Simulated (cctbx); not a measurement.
# YbHf5: solution and refinement

Cell a = 5.9890 Å, b = 5.9890 Å, c = 4.6350 Å, α = 90.00°, β = 90.00°, γ = 120.00°; space group P6/mmm (no. 191); content Hf5 Yb1.

The data are simulated with cctbx, not measured: synchrotron X-rays, λ = 0.7749 Å, to d = 0.75 Å, 70 % of the full sphere, strongest reflection 40000 counts, noise from counting, a 6 % proportional error and a noise floor of 15 counts (s.d.); no absorption, and some extinction, which the refinements don't model.

Charge flipping in P1 on normalised amplitudes to 0.9 Å, δ = 1.2 σ, 20 % of the reflections treated as weak, 300 cycles:

```text
cycle      R  skewness
    0  0.528     0.22
   25  0.384     2.28
   50  0.391     2.06
   75  0.385     2.25
  100  0.396     2.18
  125  0.407     2.28
  150  0.388     2.18
  175  0.381     2.22
  200  0.405     2.21
  225  0.390     2.15
  250  0.389     2.18
  275  0.386     2.14
origin shift          correlation  skewness
 0.537  0.103  0.118      0.886      2.24
 0.850  0.204  0.122      0.834      2.63
 0.870  0.767  0.119      0.877      2.48
 0.850  0.699  0.369      0.826      0.68
taken: symmetry correlation 0.877, skewness 2.48
peak      x       y       z  mult  height/sigma
Q1    0.0000  0.0000  0.0000    1     13.7
Q2    0.3333  0.6667  0.0000    2      5.4
Q3    0.1687  0.3374  0.5000    6      4.9
Q4    0.0000  0.5000  0.5000    3      4.8
Q5    0.0000  0.2682  0.2134   12      2.2
Q6    0.2398  0.4796  0.1502   12      2.2
Q7    0.0935  0.5467  0.0000    6      1.8
Q8    0.3333  0.6667  0.2983    4      1.6
```

The origin is taken among those within 0.04 of the best correlation, by the skewness of the map.

Run time: 0.45 s on 1 thread of Arm Neoverse V2, on a shared host, peak memory 0.07 GiB.

**Question.** Which peaks are atoms, and which elements?

Heights follow Z only loosely here, so the multiplicities, which must add up to the content, decide. First model: Q1 = Yb1 (1 in the cell, height 13.7), Q2 = Hf1 (2 in the cell, height 5.4) and Q4 = Hf2 (3 in the cell, height 4.8). Against the true structure, Q1 is Yb, Q2 is Hf and Q4 is Hf; the other peaks are not atoms.

Least squares on F², isotropic:

```text
Rint 0.043, 95 unique reflections to 0.75 A
cycle     R1     wR2    GooF  max shift (A)
   1  0.1352  0.2812  12.143   0.00000
   2  0.0129  0.0324   1.400   0.00000
final R1 0.0129 wR2 0.0324 GooF 1.400  parameters 3  data/parameter 31.7
atom        x        y        z      Ueq    occ   su(xyz)  su(Uiso or U11)
Yb1    0.00000  0.00000  0.00000   0.0032  1.000  0.00000  0.0002
Hf1    0.33333  0.66667  0.00000   0.0037  1.000  0.00000  0.0002
Hf2    0.00000  0.50000  0.50000   0.0044  1.000  0.00000  0.0002
difference map: max 1.32 min -2.58 rms 0.41
Q1    0.0000  0.5000  0.3819    6    1.47  0.55 A from Hf2
Q2    0.0000  0.3276  0.5000    6    1.38  1.03 A from Hf2
Q3    0.0000  0.1765  0.5000    6    1.18  1.94 A from Hf2
Q4    0.0886  0.1772  0.1629   12    0.92  1.19 A from Yb1
Q5    0.1561  0.5781  0.1050   12    0.81  1.04 A from Hf1
```

Anisotropic refinement:

```text
Rint 0.043, 95 unique reflections to 0.75 A
cycle     R1     wR2    GooF  max shift (A)
   1  0.0129  0.0324   1.433   0.00000
   2  0.0100  0.0220   0.970   0.00000
final R1 0.0100 wR2 0.0220 GooF 0.970  parameters 7  data/parameter 13.6
atom        x        y        z      Ueq    occ   su(xyz)  su(Uiso or U11)
Yb1    0.00000  0.00000  0.00000   0.0030  1.000  0.00000  0.0002
Hf1    0.33333  0.66667  0.00000   0.0035  1.000  0.00000  0.0002
Hf2    0.00000  0.50000  0.50000   0.0043  1.000  0.00000  0.0002
difference map: max 0.86 min -1.80 rms 0.35
Q1    0.0000  0.1728  0.5000    6    0.91  1.96 A from Hf2
Q2    0.0000  0.3456  0.1484   12    0.88  1.87 A from Hf2
Q3    0.0905  0.1810  0.1617   12    0.82  1.20 A from Yb1
Q4    0.1427  0.5714  0.1385   12    0.78  1.18 A from Hf1
Q5    0.0000  0.3150  0.0000    6    0.76  1.89 A from Yb1
Q6    0.1717  0.5858  0.0000    6    0.75  0.84 A from Hf1
```

**Reading.** The refinement ends at R1 = 0.0100, wR2 = 0.0220, GooF = 0.97, with difference density between -1.80 and 0.86 e/Å³. Every site matches the true model in element, within 0.001 Å r.m.s., up to an allowed shift of origin.

True model:

```csv
atom,mult.,x,y,z,Ueq (Å²)
Hf1,2,2/3,1/3,0,0.0036
Hf2,3,0,1/2,1/2,0.0044
Yb1,1,0,0,0,0.0032
```

This is a model crystal, built by substitution and not relaxed, with assumed displacement parameters.

[Middle refinement cycles are left out of these outputs.]

[Logs are printed without paths, hosts, clocks, repeated set-up lines and the standing remarks that a program may print on its own settings, such as how far it seeks lower states.]
